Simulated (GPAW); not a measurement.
## CO2 (P4_2/mnm): one start, several treatments of the self-energy

How much does the gap of CO2 (P4_2/mnm) depend on the approximation to the self-energy?

Main program and level: GPAW 26.7.0; LDA and many-body steps on it, plane waves.

This is a report of a sequence of runs, with most program output left out.

### 1. The structure

It takes space group P4_2/mnm (No. 136, tetragonal). Conventional cell: a = 4.227 Å, b = 4.227 Å, c = 4.688 Å, α = 90.00°, β = 90.00°, γ = 90.00°. Nearest to C lie 2 O at 1.17 Å. O has 1 C at 1.17 Å nearest. Farther neighbours and most contacts between anions are not listed.

As a file:

```xyz
6
Lattice="4.2272 0.0000 0.0000 0.0000 4.2272 0.0000 0.0000 0.0000 4.6878" Properties=species:S:1:pos:R:3 pbc="T T T"
C     2.1136    2.1136    2.3439
C     0.0000    0.0000    0.0000
O     1.2886    2.9386    2.3439
O     2.9386    1.2886    2.3439
O     0.8250    0.8250    0.0000
O     3.4022    3.4022    0.0000
```

The cell and positions are those that the Materials Project relaxed with its own functionals (PBE, PBE+U or r2SCAN), kept fixed.

### 2. Empty states on the mesh, 2×2×2 mesh, 291 bands

This step: GPAW 26.7.0; DFT, LDA, plane waves, PAW.

The sums over transitions need many empty states on a uniform mesh; this step solves for them.

Input file run.py:

```python
import json
import numpy as np
from gpaw.mpi import world
from gpaw import GPAW

calc = GPAW('gs.gpw').fixed_density(kpts={'size': (2, 2, 2), 'gamma': True},
    parallel={'domain': 1, 'band': 1},
    txt='nscf.txt')
calc.diagonalize_full_hamiltonian(nbands=291)
calc.write('full.gpw', mode='all')
res = {}
kpts = calc.get_ibz_k_points()
res['kpts'] = kpts
res['eigenvalues'] = [calc.get_eigenvalues(kpt=k) for k in range(len(kpts))]
res['n_electrons'] = calc.get_number_of_electrons()

if world.rank == 0:
    with open('result.json', 'w') as f:
        json.dump(res, f, default=lambda x: x.tolist())
```

Command:

```
> mpirun -n 4 gpaw python run.py
```

Run time: 44 s. Hardware: 4 MPI ranks of Arm Neoverse V2, shared host; peak memory 2.6 GiB.

This step gave:

```
gap                                                           : 6.295 eV
k of the valence top                                          : 0.5, 0.5, 0.5
k of the conduction bottom                                    : 0, 0, 0
least direct gap                                              : 6.787 eV
k points computed                                             : 6
lowest point of the top converged band, above the valence top : 123.3537 eV
```

On this mesh the gap is 6.295 eV.

### 3. G0W0, Godby-Needs plasmon pole

G0W0 replaces the xc potential by the self-energy, built once from these orbitals. Only a window of levels is corrected, while the sums run over the empty bands that the input names.

This step: G0W0 on LDA, plane waves, PAW.

Input file run.py:

```python
import json
import numpy as np
from gpaw.mpi import world
from gpaw.response.g0w0 import G0W0

gw = G0W0('full.gpw',
    filename='gw',
    kpts=[0, 5],
    bands=(14, 18),
    ecut=78,
    nbands=131,
    integrate_gamma='WS',
    ppa=True)
gw.calculate()
res = {mode: {k: v for k, v in r.items() if k != 'sigma_eskwn'}
       for mode, r in gw.all_results.items()}

if world.rank == 0:
    with open('result.json', 'w') as f:
        json.dump(res, f, default=lambda x: x.tolist())
```

Command:

```
> mpirun -n 4 gpaw python run.py
```

The job ended after 11 s (4 MPI ranks; peak memory 1.1 GiB; 44 s of CPU time).

Numbers from this step:

```yaml
g0w0_gap_on_the_points_computed: 9.942 eV
least_direct_g0w0_gap_on_the_computed_points: 10.53 eV
z_at_the_valence_top: 0.8306
z_at_the_conduction_bottom: 0.8859
starting_gap_on_the_mesh: 6.295 eV
k_of_the_valence_top: 0.5, 0.5, 0.5
k_of_the_conduction_bottom: 0, 0, 0
```

The gap on the mesh goes from 6.29 eV to 9.94 eV, a correction of +3.65 eV.

### 4. One-shot HSE06

This step: one-shot HSE06 levels on LDA orbitals, plane waves, PAW.

Input file run.py:

```python
import json
import numpy as np
from gpaw.mpi import world
from gpaw.hybrids.eigenvalues import non_self_consistent_eigenvalues

dft, vxc, vxc_hyb = non_self_consistent_eigenvalues('full.gpw', 'HSE06', 14, 18, kpt_indices=[0, 5])
res = {'dft': dft[0], 'hybrid': (dft - vxc + vxc_hyb)[0]}
if world.rank == 0:
    with open('hybrid.txt', 'w') as f:
        for k, e0, e1 in zip([0, 5], res['dft'], res['hybrid']):
            print(k, ' '.join(f'{x:9.4f}' for x in e0), '|', ' '.join(f'{x:9.4f}' for x in e1), file=f)

if world.rank == 0:
    with open('result.json', 'w') as f:
        json.dump(res, f, default=lambda x: x.tolist())
```

Command:

```
> mpirun -n 4 gpaw python run.py
```

The job ended after 2.4 s (4 MPI ranks; peak memory 0.69 GiB).

Numbers from this step:

- starting gap on the mesh: 6.295 eV
- hybrid gap on the mesh: 8.488 eV
- least direct hybrid gap on the computed points: 8.982 eV

### 5. G0W0, extrapolated in the cutoff

This step: G0W0 on LDA, plane waves, PAW.

Input file run.py:

```python
import json
import numpy as np
from gpaw.mpi import world
from gpaw.response.g0w0 import G0W0

gw = G0W0('full.gpw',
    filename='gw',
    kpts=[0, 5],
    bands=(14, 18),
    ecut=130.0,
    integrate_gamma='WS',
    ppa=True,
    ecut_extrapolation=True)
gw.calculate()
res = {mode: {k: v for k, v in r.items() if k != 'sigma_eskwn'}
       for mode, r in gw.all_results.items()}

if world.rank == 0:
    with open('result.json', 'w') as f:
        json.dump(res, f, default=lambda x: x.tolist())
```

Command:

```
> mpirun -n 4 gpaw python run.py
```

It took 49 s on 4 MPI ranks; peak memory 1.4 GiB.

This step gave:

- quasiparticle gap on the points computed: 10.29 eV
- least direct quasiparticle gap on the computed points: 10.83 eV
- Z at the valence top: 0.8149
- Z at the conduction bottom: 0.8791
- starting gap on the mesh: 6.295 eV
- k of the valence top: 0.5, 0.5, 0.5
- k of the conduction bottom: 0, 0, 0
- gaps at the cutoffs of the extrapolation: 10.05, 10.07, 10.10 eV

Against G0W0 in GPAW (2×2×2 mesh, 131 bands, screening to 78 eV, Godby-Needs plasmon pole), the gap moves by +0.346 eV.

### 6. One-shot PBE0

This step: one-shot PBE0 levels on LDA orbitals, plane waves, PAW.

Input file run.py:

```python
import json
import numpy as np
from gpaw.mpi import world
from gpaw.hybrids.eigenvalues import non_self_consistent_eigenvalues

dft, vxc, vxc_hyb = non_self_consistent_eigenvalues('full.gpw', 'PBE0', 14, 18, kpt_indices=[0, 5])
res = {'dft': dft[0], 'hybrid': (dft - vxc + vxc_hyb)[0]}
if world.rank == 0:
    with open('hybrid.txt', 'w') as f:
        for k, e0, e1 in zip([0, 5], res['dft'], res['hybrid']):
            print(k, ' '.join(f'{x:9.4f}' for x in e0), '|', ' '.join(f'{x:9.4f}' for x in e1), file=f)

if world.rank == 0:
    with open('result.json', 'w') as f:
        json.dump(res, f, default=lambda x: x.tolist())
```

Command:

```
> mpirun -n 4 gpaw python run.py
```

Wall time 2.4 s (4 MPI ranks); peak memory 0.72 GiB; 9 s of CPU time.

Numbers from this step:

```
starting gap on the mesh                       : 6.295 eV
hybrid gap on the mesh                         : 9.215 eV
least direct hybrid gap on the computed points : 9.715 eV
```

### 7. G0W0, full frequency, Hilbert transform

This step: G0W0 on LDA, plane waves, PAW.

Input file run.py:

```python
import json
import numpy as np
from gpaw.mpi import world
from gpaw.response.g0w0 import G0W0

gw = G0W0('full.gpw',
    filename='gw',
    kpts=[0, 5],
    bands=(14, 18),
    ecut=78,
    nbands=131,
    integrate_gamma='WS',
    frequencies={'type': 'nonlinear', 'domega0': 0.1, 'omega2': 15.0},
    eta=0.1,
    nblocksmax=True)
gw.calculate()
res = {mode: {k: v for k, v in r.items() if k != 'sigma_eskwn'}
       for mode, r in gw.all_results.items()}

if world.rank == 0:
    with open('result.json', 'w') as f:
        json.dump(res, f, default=lambda x: x.tolist())
```

Command:

```
> mpirun -n 4 gpaw python run.py
```

It took 31 s on 4 MPI ranks; peak memory 1.3 GiB.

Numbers from this step:

```
G0W0 gap on the points computed              : 9.945 eV
least direct G0W0 gap on the computed points : 10.58 eV
starting gap on the mesh                     : 6.295 eV
k of the valence top                         : 0.5, 0.5, 0.5
k of the conduction bottom                   : 0, 0, 0
```

Against G0W0 in GPAW (2×2×2 mesh, 131 bands, screening to 78 eV, Godby-Needs plasmon pole), the gap moves by +0.003 eV.

### 8. Side by side

Times are wall times on 4 MPI ranks of Arm Neoverse V2, shared host, good to a factor of about two.

```
                                    run   mesh  bands  screening cutoff (eV)  DFT gap (eV)  gap on the mesh (eV)  direct (eV)   time
         G0W0, Godby-Needs plasmon pole  2×2×2    131                     78         6.295                 9.942       10.529   11 s
                         one-shot HSE06  2×2×2      -                      -         6.295                 8.488        8.982  2.4 s
       G0W0, extrapolated in the cutoff  2×2×2      -                    130         6.295                10.288       10.825   49 s
                          one-shot PBE0  2×2×2      -                      -         6.295                 9.215        9.715  2.4 s
G0W0, full frequency, Hilbert transform  2×2×2    131                     78         6.295                 9.945       10.580   31 s
```

### 9. Summary of results

```json
{
  "G0W0, Godby-Needs plasmon pole": "9.942 eV",
  "one-shot HSE06": "8.488 eV",
  "G0W0, extrapolated in the cutoff": "10.288 eV",
  "one-shot PBE0": "9.215 eV",
  "G0W0, full frequency, Hilbert transform": "9.945 eV",
  "known limits": "not at the basis limit; coarse k mesh"
}
```

One-shot HSE06: −1.454 eV against G0W0, Godby-Needs plasmon pole. G0W0, extrapolated in the cutoff: +0.346 eV against G0W0, Godby-Needs plasmon pole, at other bands or cutoff, so not like for like. One-shot PBE0: −0.726 eV against G0W0, Godby-Needs plasmon pole. G0W0, full frequency, Hilbert transform: +0.003 eV against G0W0, Godby-Needs plasmon pole. One-shot hybrid levels are evaluated on the LDA orbitals. Bands and cutoff are finite, so the gap is not at the basis limit. The miss can reach some tenths of an eV and take either sign; the mesh is an error of its own. These stock PAW sets were not made for GW. In the G0W0 runs levels were corrected at 2 k points alone, so a gap called «on the mesh» is the least over those, and an edge elsewhere would be missed. The 2×2×2 mesh is coarse for this cell, which bears on the long-range parts of exchange and screening. Mesh or cutoff lie under what a gap needs, so these runs test behaviour and cost; their gaps are not to be quoted.

[Paths, hosts, dates, memory and timing lines, banners, echoed tables and standing remarks are left out of the program output.]

[Logs are printed without paths, hosts, clocks, repeated set-up lines and the standing remarks that a program may print on its own settings, such as how far it seeks lower states.]

[Runs of the session that timed out or met a known fault of the program may be left out.]

[Hosts, paths, dates, database ids (printed as entryN), source tags and the programs' standing remarks are cut or masked in the printed files.]
